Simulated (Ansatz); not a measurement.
## Optical response of HfPI (model structure)

Aim: the dielectric function of HfPI (model structure), and the optical constants that follow from it. The cell was made here by substitution or stacking, whether or not such a phase is known. It was built so: All N replaced by P in the R-3m structure of HfIN.

Calculated with Ansatz 0.2.0; DFT, PBE, plane-wave PAW, default files, scalar-relativistic, independent-particle optical response without local fields.

This is a report of a sequence of runs, with most program output left out.

**1. Set-up**

The structure is trigonal, space group R-3m (No. 166). The conventional cell has a = 4.004 Å, b = 4.004 Å, c = 35.057 Å, α = 90.00°, β = 90.00°, γ = 120.00°. Nearest to Hf lie 4 P at 2.30 to 2.35 Å and 3 I at 3.32 Å. Nearest to I lie 3 Hf at 3.32 Å. Nearest to P lie 4 Hf at 2.30 to 2.35 Å. All N replaced by P in the R-3m structure of HfIN. Farther neighbours and most contacts between anions are not listed.

Structure file:

```cif
data_structure
_symmetry_space_group_name_H-M 'R-3m:H'
_symmetry_Int_Tables_number 166
_cell_length_a 4.0035
_cell_length_b 4.0035
_cell_length_c 35.0572
_cell_angle_alpha 90.000
_cell_angle_beta 90.000
_cell_angle_gamma 120.000
_cell_volume 486.62
loop_
_atom_site_label
_atom_site_type_symbol
_atom_site_symmetry_multiplicity
_atom_site_Wyckoff_symbol
_atom_site_fract_x
_atom_site_fract_y
_atom_site_fract_z
_atom_site_occupancy
Hf1 Hf 6 c 0.33333 0.66667 0.87226 1
I1 I 6 c 0.66667 0.33333 0.94029 1
P1 P 6 c 0.00000 0.00000 0.86006 1
```

**2. Relaxation**

The structure was built or cut out here, so it is relaxed before any spectrum is computed.

This step: DFT, PBE, plane-wave PAW, default files, scalar-relativistic, relaxation (Ansatz 0.2.0).

The input, input.yaml:

```yaml
crystal:
  lattice:
    - [2.00176426, 1.15571914, 11.6857347]
    - [-2.00176426, 1.15571914, 11.6857347]
    - [0.0, -2.31143827, 11.6857347]
  atoms:
    - { symbol: Hf, position: [0.205598, 0.205598, 0.205598] }
    - { symbol: Hf, position: [0.794402, 0.794402, 0.794402] }
    - { symbol: I, position: [0.60695274, 0.60695274, 0.60695274] }
    - { symbol: I, position: [0.39304726, 0.39304726, 0.39304726] }
    - { symbol: P, position: [0.86005566, 0.86005566, 0.86005566] }
    - { symbol: P, position: [0.13994434, 0.13994434, 0.13994434] }
kpoints:
  mp_grid: { grid: [7, 7, 7] }
scf:
  occupations: { method: fermi_dirac, width: 0.05 }
hamiltonian:
  xc: pbe
  pseudopotentials: { kind: paw }
output:
  forces: true
  stress: true
relax:
  f_tol: 0.02
  max_steps: 50
  cell: {}
```

Run with:

```sh
$ ansatz run input.yaml --threads 2 --pin off --max-ram 5120MiB --backend cpu --events-out ev --progress --plain --runs-dir out
```

It took 25 s on 2 threads of AMD EPYC 9R45, shared host; peak memory 0.78 GiB.

Step by step:

| step | energy less that of the first step (eV) | largest force component (eV/Å) | pressure (GPa) | volume (Å³) |
| --- | --- | --- | --- | --- |
| 1 | 0.0000 | 5.4657 | 16.38 | 162.21 |
| 2 | -2.4680 | 1.2828 | 3.97 | 178.14 |
| 3 | -2.6772 | 0.2021 | 1.06 | 185.24 |
| 4 | -2.6976 | 0.0313 | -0.27 | 186.14 |
| 5 | -2.7005 | 0.0091 | -0.21 | 184.88 |
| 6 | -2.7032 | 0.0209 | -0.02 | 182.11 |
| 7 | -2.7032 | 0.0091 | 0.01 | 182.51 |
| 8* | -2.7076 | 0.0070 | 0.02 | 182.51 |

Relaxation steps marked * repeat the geometry before them on a plane-wave basis chosen anew for their cell, so energy and pressure can jump there.

The run keeps the 12 symmetry operations that it works with, so distortions that break them were not tested.

| conventional cell, symmetrised | before | after | change |
| --- | --- | --- | --- |
| a (Å) | 4.004 | 4.200 | +4.9 % |
| b (Å) | 4.004 | 4.200 | +4.9 % |
| c (Å) | 35.057 | 35.836 | +2.2 % |
| volume (Å³/atom) | 27.03 | 30.42 | +12.5 % |

The atoms that moved most (Å, as changes of fractional coordinates times the final cell):

| atom | dx | dy | dz | length |
| --- | --- | --- | --- | --- |
| Hf1 | 0.000 | 0.000 | 0.336 | 0.336 |
| Hf2 | 0.000 | 0.000 | -0.336 | 0.336 |
| I4 | 0.000 | 0.000 | 0.071 | 0.071 |
| I3 | 0.000 | 0.000 | -0.071 | 0.071 |
| P5 | 0.000 | 0.000 | -0.033 | 0.033 |
| P6 | 0.000 | 0.000 | 0.033 | 0.033 |

Final coordinates:

```cif
data_structure
_symmetry_space_group_name_H-M 'P 1'
_symmetry_Int_Tables_number 1
_cell_length_a 12.1889
_cell_length_b 12.1889
_cell_length_c 12.1889
_cell_angle_alpha 19.843
_cell_angle_beta 19.843
_cell_angle_gamma 19.843
_cell_volume 182.51
loop_
_atom_site_label
_atom_site_type_symbol
_atom_site_fract_x
_atom_site_fract_y
_atom_site_fract_z
_atom_site_occupancy
Hf1 Hf 0.21497 0.21497 0.21497 1
Hf2 Hf 0.78503 0.78503 0.78503 1
I3 I 0.60497 0.60497 0.60497 1
I4 I 0.39503 0.39503 0.39503 1
P5 P 0.85914 0.85914 0.85914 1
P6 P 0.14086 0.14086 0.14086 1
```

The relaxation ends with a largest force component of 0.0070 eV/Å and a pressure of 0.02 GPa.

**3. Ground state and bands**

First the ground state: is it a metal or has it a gap?

This step: DFT, PBE, plane-wave PAW, default files, scalar-relativistic, ground state (Ansatz 0.2.0).

The input, input.yaml:

```yaml
crystal:
  lattice:
    - [2.1001454836, 1.212519562, 11.9451857932]
    - [-2.1001454836, 1.212519562, 11.9451857932]
    - [0.0, -2.4250391189, 11.9451857937]
  atoms:
    - { symbol: Hf, position: [0.2149671113, 0.2149671113, 0.2149671113] }
    - { symbol: Hf, position: [0.7850328887, 0.7850328887, 0.7850328887] }
    - { symbol: I, position: [0.6049701215, 0.6049701215, 0.6049701215] }
    - { symbol: I, position: [0.3950298785, 0.3950298785, 0.3950298785] }
    - { symbol: P, position: [0.8591354456, 0.8591354456, 0.8591354456] }
    - { symbol: P, position: [0.1408645544, 0.1408645544, 0.1408645544] }
kpoints:
  mp_grid: { grid: [6, 6, 6] }
  band_path:
    path:
      - [[0.0, 0.0, 0.0], [0.5, 0.0, 0.0], [0.5, 0.17353578, -0.17353578]]
      - [[0.82646422, 0.5, 0.17353578], [0.5, 0.5, 0.5], [0.0, 0.0, 0.0], [0.33676789, 0.0, -0.33676789]]
      - [[0.66323211, 0.33676789, 0.0], [0.5, 0.5, 0.0], [0.66323211, 0.66323211, 0.17353578], [0.5, 0.5, 0.5]]
      - [[0.5, 0.0, 0.0], [0.82646422, 0.33676789, 0.33676789]]
    npoints: 7
scf:
  occupations: { method: fermi_dirac, width: 0.05 }
  n_extra_bands: 10
hamiltonian:
  xc: pbe
  pseudopotentials: { kind: paw }
output:
  forces: true
  stress: true
  populations: true
  write_bands: true
  write_density: true
  write_potential: true
  elf: true
  volumetric_format: npy
```

Elapsed: 5.7 s, on 2 threads; peak memory 0.84 GiB; 11 s of CPU time.

This step gave:

* free energy: -47984.6850 eV
* Fermi energy: 8.983 eV
* gap by band count: 0.9583 eV
* electrons: 96
* symmetry operations: 12
* pressure: 0.01635 GPa
* volume: 182.5 Å³
* gap on the path: 0.9375 eV
* least direct gap on the path: 1.134 eV

There is a gap, 0.94 eV on the path, so no carriers' term is needed. The cell is left with a pressure of 0.0 GPa and forces up to 0.01 eV/Å after its relaxation.

Electronic bands along the path, in eV, zero at the Fermi level; v1 is the highest filled band, c1 the lowest empty one:

| point | v4 | v3 | v2 | v1 | c1 | c2 | c3 | c4 |
| --- | --- | --- | --- | --- | --- | --- | --- | --- |
| Γ | -1.78 | -1.48 | -1.48 | -0.45 | 0.69 | 0.69 | 1.45 | 1.45 |
| 0.43 of the way | -2.34 | -1.64 | -1.44 | -0.70 | 0.90 | 1.13 | 1.41 | 1.75 |
| L | -2.80 | -1.71 | -0.85 | -0.74 | 0.52 | 1.48 | 1.70 | 2.09 |
| 0.43 of the way | -2.69 | -1.70 | -0.89 | -0.82 | 0.70 | 1.34 | 1.71 | 1.98 |
| B1 | -2.86 | -1.34 | -1.27 | -0.98 | 0.79 | 1.22 | 1.73 | 1.83 |
| jump to B | -2.86 | -1.34 | -1.27 | -0.98 | 0.79 | 1.22 | 1.73 | 1.83 |
| 0.57 of the way | -2.29 | -1.59 | -1.44 | -0.73 | 1.15 | 1.16 | 1.49 | 1.65 |
| Z | -1.76 | -1.50 | -1.50 | -0.65 | 0.69 | 0.69 | 1.45 | 1.45 |
| 0.57 of the way | -1.77 | -1.49 | -1.49 | -0.52 | 0.69 | 0.69 | 1.45 | 1.45 |
| Γ | -1.78 | -1.48 | -1.48 | -0.45 | 0.69 | 0.69 | 1.45 | 1.45 |
| 0.57 of the way | -2.47 | -1.50 | -1.39 | -0.81 | 1.13 | 1.35 | 1.57 | 1.86 |
| X | -2.87 | -1.32 | -1.29 | -0.98 | 0.78 | 1.23 | 1.73 | 1.83 |
| jump to Q | -2.87 | -1.32 | -1.29 | -0.98 | 0.78 | 1.23 | 1.73 | 1.83 |
| 0.57 of the way | -2.66 | -1.65 | -0.89 | -0.79 | 0.70 | 1.36 | 1.70 | 2.05 |
| F | -2.83 | -1.67 | -0.85 | -0.69 | 0.51 | 1.49 | 1.70 | 2.24 |
| 0.43 of the way | -2.83 | -1.67 | -0.85 | -0.69 | 0.51 | 1.49 | 1.70 | 2.23 |
| P1 | -2.82 | -1.68 | -0.85 | -0.70 | 0.52 | 1.49 | 1.70 | 2.20 |
| 0.43 of the way | -2.48 | -1.57 | -1.34 | -0.79 | 1.02 | 1.31 | 1.45 | 1.90 |
| Z | -1.76 | -1.50 | -1.50 | -0.65 | 0.69 | 0.69 | 1.45 | 1.45 |
| jump to L | -2.80 | -1.71 | -0.85 | -0.74 | 0.52 | 1.48 | 1.70 | 2.09 |
| 0.43 of the way | -2.80 | -1.71 | -0.85 | -0.73 | 0.52 | 1.49 | 1.70 | 2.11 |
| P | -2.82 | -1.68 | -0.85 | -0.70 | 0.52 | 1.49 | 1.70 | 2.20 |

Electrostatic potential energy in the ac plane of the conventional cell at fractional y = 0.000, with atoms of Hf and I and P within 0.2 Å of it. With pseudopotentials it is smooth inside the atoms' cores, unlike the true potential.

Values in eV, 24 rows by 14 columns, each cell a mean:
```
 13  13  13  13  13  12  12  12  12  13  13  13  13  13
 13  13  12  12  10   9   7   6   8   9  11  12  13  13
  1   4   8   9   9   7   5   5   6   8   9   9   6   2
-25 -23 -11   4   9  10   9   9   9  10   8  -1 -18 -24
-13 -11  -5   4   8  10  10  10  10   9   7   0  -8 -12
-19 -19 -12  -1   6  10  11  11  10   9   4  -6 -16 -20
 11  11  11  11  10   9   7   7   8  10  11  11  11  11
 13  13  13  13  13  13  13  12  13  13  13  13  13  13
  4   5   8  11  12  13  13  13  13  13  12   9   6   5
  6   0  -9  -3   7  11  12  12  11  10   3  -7  -6   4
  7   8   9   9   9   7   6   5   6   8   9   9   9   7
 13  13  12  12  10   9   8   7   8  10  11  12  13  13
 13  13  12  11  10   8   7   7   8   9  11  12  12  13
  4   5   7   9   9   8   6   6   7   8   9   8   6   5
  6   0  -9  -3   7  11  12  12  12  10   3  -8  -6   5
  7   8  10  12  13  13  13  13  13  13  12  11   9   7
 13  13  13  13  13  12  12  12  12  13  13  13  13  13
 10  10  11  11  10   9   7   7   8   9  10  11  10  10
-23 -23 -16  -3   6  10  11  11  10   8   3  -9 -20 -23
-10  -7  -1   6   9  10  10  10  10  10   8   3  -4  -9
-28 -26 -12   4   9   9   8   8   9   9   7  -2 -20 -27
  6   8  10  10   9   7   6   5   6   8  10  10   9   7
 13  13  12  12  10   9   7   7   8  10  11  12  13  13
 13  13  13  13  13  13  13  13  13  13  13  13  13  13
```

Valence density in the ac plane of the conventional cell at fractional y = 0.000, with atoms of Hf and I and P within 0.2 Å of it. It is the smooth field of the valence electrons, not physical close to the nuclei.

Values in e/Å³, 24 rows by 14 columns, each cell a mean:
```
 0  0  0  0  0  0  0  0  0  0  0  0  0  0
 0  0  0  0  0  0  0  0  0  0  0  0  0  0
 0  0  0  0  0  0  0  0  0  0  0  0  0  0
 0  1  1  0  0  0  0  0  0  0  0  1  1  0
 7  4  1  0  0  0  0  0  0  0  0  1  2  5
13  8  2  0  0  0  0  0  0  0  0  1  4 11
 0  0  0  0  0  0  0  0  0  0  0  0  0  0
 0  0  0  0  0  0  0  0  0  0  0  0  0  0
 0  0  0  0  0  0  0  0  0  0  0  0  0  0
10  6  2  1  0  0  0  0  0  0  0  1  3  9
 0  0  0  0  0  0  0  0  0  0  0  0  0  0
 0  0  0  0  0  0  0  0  0  0  0  0  0  0
 0  0  0  0  0  0  0  0  0  0  0  0  0  0
 0  0  0  0  0  0  0  0  0  0  0  0  0  0
11  6  2  1  0  0  0  0  0  0  0  1  3  9
 0  0  0  0  0  0  0  0  0  0  0  0  0  0
 0  0  0  0  0  0  0  0  0  0  0  0  0  0
 0  0  0  0  0  0  0  0  0  0  0  0  0  0
16  9  3  1  0  0  0  0  0  0  0  1  5 13
 4  2  1  0  0  0  0  0  0  0  0  0  1  3
 0  1  1  0  0  0  0  0  0  0  0  1  1  0
 0  0  0  0  0  0  0  0  0  0  0  0  0  0
 0  0  0  0  0  0  0  0  0  0  0  0  0  0
 0  0  0  0  0  0  0  0  0  0  0  0  0  0
```

**4. Spectrum**

With the density converged, the vertical transitions are summed over the zone.

This step: DFT, PBE, plane-wave PAW, default files, scalar-relativistic, independent-particle optical response without local fields (Ansatz 0.2.0).

input.yaml, the sections that differ from step 3:

```yaml
kpoints:
  mp_grid: { grid: [6, 6, 6] }
scf:
  occupations: { method: fixed }
output:
  optics:
    e_range: [0, 30]
    de: 0.05
    sigma: 0.15
    nscf_kmesh: { grid: [8, 8, 8] }
    bands: auto
# crystal, hamiltonian: as in step 3
```

It took 3.7 min on 2 threads; peak memory 3.4 GiB; 5.9 min of CPU time.

Read-outs, printed or worked out from the files:

- electronic dielectric constant ε∞, mean over x, y and z (by symmetry where fewer were run): 10.94
- absorption onset, first axis (α over 10⁴ cm⁻¹, or the direct gap if that lies higher): 1.134 eV
- main peak of Im epsilon, first axis: 2.377 eV
- centre of weight of the strongest loss peak in the window: 17.30 eV
- photocurrent from vertical transitions in a film 500 nm thick on a perfect mirror (two passes), AM1.5G, no front reflection, all carriers collected: 43.19 mA/cm²
- least direct gap on the mesh: 1.134 eV
- bands summed: 214
- spectra valid up to: 44.40 eV
- program's estimate of the k-sum error in Im epsilon: 0.13 %
- electrons in the f-sum: 71.40

The Im ε has structure finer than the step of the table below, so its rows give means over 1 eV, whole bins alone (the curve runs from 0 to 30 eV). Peaks (eV: height): E ∥ x or y 2.4: 24.0, 6.2: 9.14; E ∥ z 2.6: 10.0, 3.5: 7.46, 4.3: 16.2, 6.4: 11.6, 9.5: 3.57.

The Im ε by photon energy; means over each step:

| photon energy (eV) | E ∥ x or y | E ∥ z |
| --- | --- | --- |
| 1 | 2.05 | 0.132 |
| 2 | 11.3 | 3.48 |
| 3 | 8.57 | 6.82 |
| 4 | 7.78 | 9.19 |
| 5 | 7.14 | 9.91 |
| 6 | 7.51 | 7.74 |
| 7 | 5.20 | 7.58 |
| 8 | 3.83 | 2.31 |
| 9 | 3.36 | 3.10 |
| 10 | 3.04 | 2.75 |
| 11 | 2.10 | 2.25 |
| 12 | 1.47 | 1.64 |
| 13 | 1.00 | 0.930 |
| 14 | 0.825 | 0.781 |
| 15 | 0.568 | 0.595 |
| 16 | 0.466 | 0.530 |
| 17 | 0.333 | 0.342 |
| 18 | 0.271 | 0.244 |
| 19 | 0.231 | 0.194 |
| 20 | 0.183 | 0.159 |
| 21 | 0.158 | 0.133 |
| 22 | 0.136 | 0.112 |
| 23 | 0.115 | 0.0871 |
| 24 | 0.113 | 0.0901 |
| 25 | 0.109 | 0.0909 |
| 26 | 0.0961 | 0.100 |
| 27 | 0.0890 | 0.0976 |
| 28 | 0.0710 | 0.0825 |
| 29 | 0.0613 | 0.0613 |

The Re ε by photon energy:

| photon energy (eV) | E ∥ x or y | E ∥ z |
| --- | --- | --- |
| 0 | 12.0 | 8.92 |
| 1 | 15.5 | 9.74 |
| 2 | 20.4 | 11.9 |
| 3 | 2.38 | 7.05 |
| 4 | 3.54 | 11.0 |
| 5 | 1.16 | 2.03 |
| 6 | 2.44 | 3.95 |
| 7 | -0.588 | -4.29 |
| 8 | -1.62 | -2.37 |
| 9 | 0.182 | -0.245 |
| 10 | -1.40 | -0.831 |
| 11 | -0.926 | -1.16 |
| 12 | -1.11 | -1.30 |
| 13 | -0.700 | -0.904 |
| 14 | -0.463 | -0.341 |
| 15 | -0.372 | -0.301 |
| 16 | -0.127 | -0.182 |
| 17 | -0.0107 | -0.0646 |
| 18 | 0.185 | 0.144 |
| 19 | 0.288 | 0.263 |
| 20 | 0.384 | 0.379 |
| 21 | 0.466 | 0.467 |
| 22 | 0.540 | 0.538 |
| 23 | 0.609 | 0.628 |
| 24 | 0.675 | 0.693 |
| 25 | 0.717 | 0.741 |
| 26 | 0.761 | 0.796 |
| 27 | 0.811 | 0.833 |
| 28 | 0.864 | 0.867 |
| 29 | 0.929 | 0.930 |
| 30 | 1.01 | 1.03 |

Reflectivity at normal incidence against photon energy; read off at these points:

| photon energy (eV) | E ∥ x or y (%) | E ∥ z (%) |
| --- | --- | --- |
| 0.00 | 30.4 | 24.8 |
| 0.50 | 31.2 | 25.2 |
| 1.00 | 35.4 | 26.5 |
| 1.50 | 34.4 | 29.9 |
| 2.00 | 42.0 | 30.9 |
| 2.50 | 53.5 | 36.4 |
| 3.00 | 27.9 | 27.3 |
| 3.50 | 30.4 | 31.0 |
| 4.00 | 30.5 | 34.4 |
| 4.50 | 31.1 | 43.3 |
| 5.00 | 34.3 | 38.8 |
| 5.50 | 29.8 | 40.8 |
| 6.00 | 34.6 | 26.6 |
| 6.35 | 42.4 | 41.9 |
| 6.50 | 41.3 | 45.1 |
| 7.00 | 33.1 | 53.2 |
| 7.50 | 36.7 | 56.2 |
| 7.85 | 39.5 | 58.3 |
| 8.00 | 39.2 | 56.4 |
| 8.15 | 39.9 | 47.8 |
| 8.50 | 30.3 | 20.8 |
| 9.00 | 23.7 | 26.3 |
| 9.50 | 34.1 | 32.1 |
| 10.00 | 37.8 | 31.4 |
| 10.35 | 41.1 | 33.8 |
| 10.50 | 39.7 | 31.2 |
| 11.00 | 32.9 | 36.0 |
| 11.50 | 39.1 | 34.6 |
| 12.00 | 40.5 | 41.0 |
| 12.40 | 42.0 | 44.5 |
| 12.50 | 41.5 | 43.5 |
| 13.00 | 37.1 | 46.3 |
| 13.50 | 34.6 | 36.5 |
| 14.00 | 33.5 | 29.9 |
| 14.50 | 33.9 | 33.0 |
| 15.00 | 38.0 | 33.5 |
| 15.50 | 30.9 | 26.8 |
| 16.00 | 26.9 | 27.0 |
| 16.50 | 26.1 | 28.2 |
| 17.00 | 25.3 | 28.6 |
| 17.50 | 17.4 | 21.9 |
| 18.00 | 13.5 | 16.2 |
| 18.50 | 11.2 | 12.9 |
| 19.00 | 8.85 | 9.99 |
| 19.50 | 7.53 | 7.57 |
| 20.00 | 5.68 | 5.78 |
| 20.50 | 4.61 | 4.63 |
| 21.00 | 3.75 | 3.67 |
| 21.50 | 3.09 | 2.96 |
| 22.00 | 2.49 | 2.47 |
| 22.50 | 2.09 | 1.96 |
| 23.00 | 1.63 | 1.40 |
| 23.50 | 1.28 | 1.14 |
| 24.00 | 1.08 | 0.896 |
| 24.50 | 0.900 | 0.729 |
| 25.00 | 0.782 | 0.626 |
| 25.50 | 0.634 | 0.442 |
| 26.00 | 0.539 | 0.406 |
| 26.50 | 0.396 | 0.352 |
| 27.00 | 0.337 | 0.276 |
| 27.50 | 0.263 | 0.236 |
| 28.00 | 0.167 | 0.177 |
| 28.50 | 0.111 | 0.109 |
| 29.00 | 0.0594 | 0.0579 |
| 29.50 | 0.0282 | 0.0221 |
| 30.00 | 0.0185 | 0.0213 |

Values under 1 per cm are given as 1. Absorption coefficient against photon energy:

| photon energy (eV) | E ∥ x or y (1/cm) | E ∥ z (1/cm) |
| --- | --- | --- |
| 0.00 | 1 | 1 |
| 1.00 | 6189 | 80.9 |
| 2.00 | 1.4e5 | 67400 |
| 3.00 | 4.3e5 | 2.9e5 |
| 4.00 | 6.1e5 | 4.3e5 |
| 5.00 | 9.0e5 | 1.0e6 |
| 6.00 | 1.1e6 | 7.6e5 |
| 7.00 | 1.2e6 | 1.8e6 |
| 8.00 | 1.4e6 | 1.3e6 |
| 9.00 | 1.1e6 | 1.2e6 |
| 10.00 | 1.5e6 | 1.4e6 |
| 11.00 | 1.4e6 | 1.5e6 |
| 12.00 | 1.5e6 | 1.6e6 |
| 13.00 | 1.3e6 | 1.4e6 |
| 14.00 | 1.2e6 | 1.1e6 |
| 15.00 | 1.1e6 | 1.0e6 |
| 16.00 | 9.1e5 | 1.0e6 |
| 17.00 | 7.0e5 | 7.8e5 |
| 18.00 | 4.8e5 | 4.8e5 |
| 19.00 | 3.9e5 | 3.4e5 |
| 20.00 | 2.8e5 | 2.6e5 |
| 21.00 | 2.4e5 | 2.0e5 |
| 22.00 | 2.0e5 | 1.7e5 |
| 23.00 | 1.7e5 | 1.3e5 |
| 24.00 | 1.8e5 | 1.3e5 |
| 25.00 | 1.6e5 | 1.3e5 |
| 26.00 | 1.5e5 | 1.5e5 |
| 27.00 | 1.4e5 | 1.4e5 |
| 28.00 | 1.1e5 | 1.3e5 |
| 29.00 | 93677 | 93859 |
| 30.00 | 80379 | 78542 |

(Part 1 of 2 ends here.)

[Logs are printed without paths, hosts, clocks, repeated set-up lines and the standing remarks that a program may print on its own settings, such as how far it seeks lower states.]

[Hosts, paths, dates, database ids (printed as entryN), source tags and the programs' standing remarks are cut or masked in the printed files.]
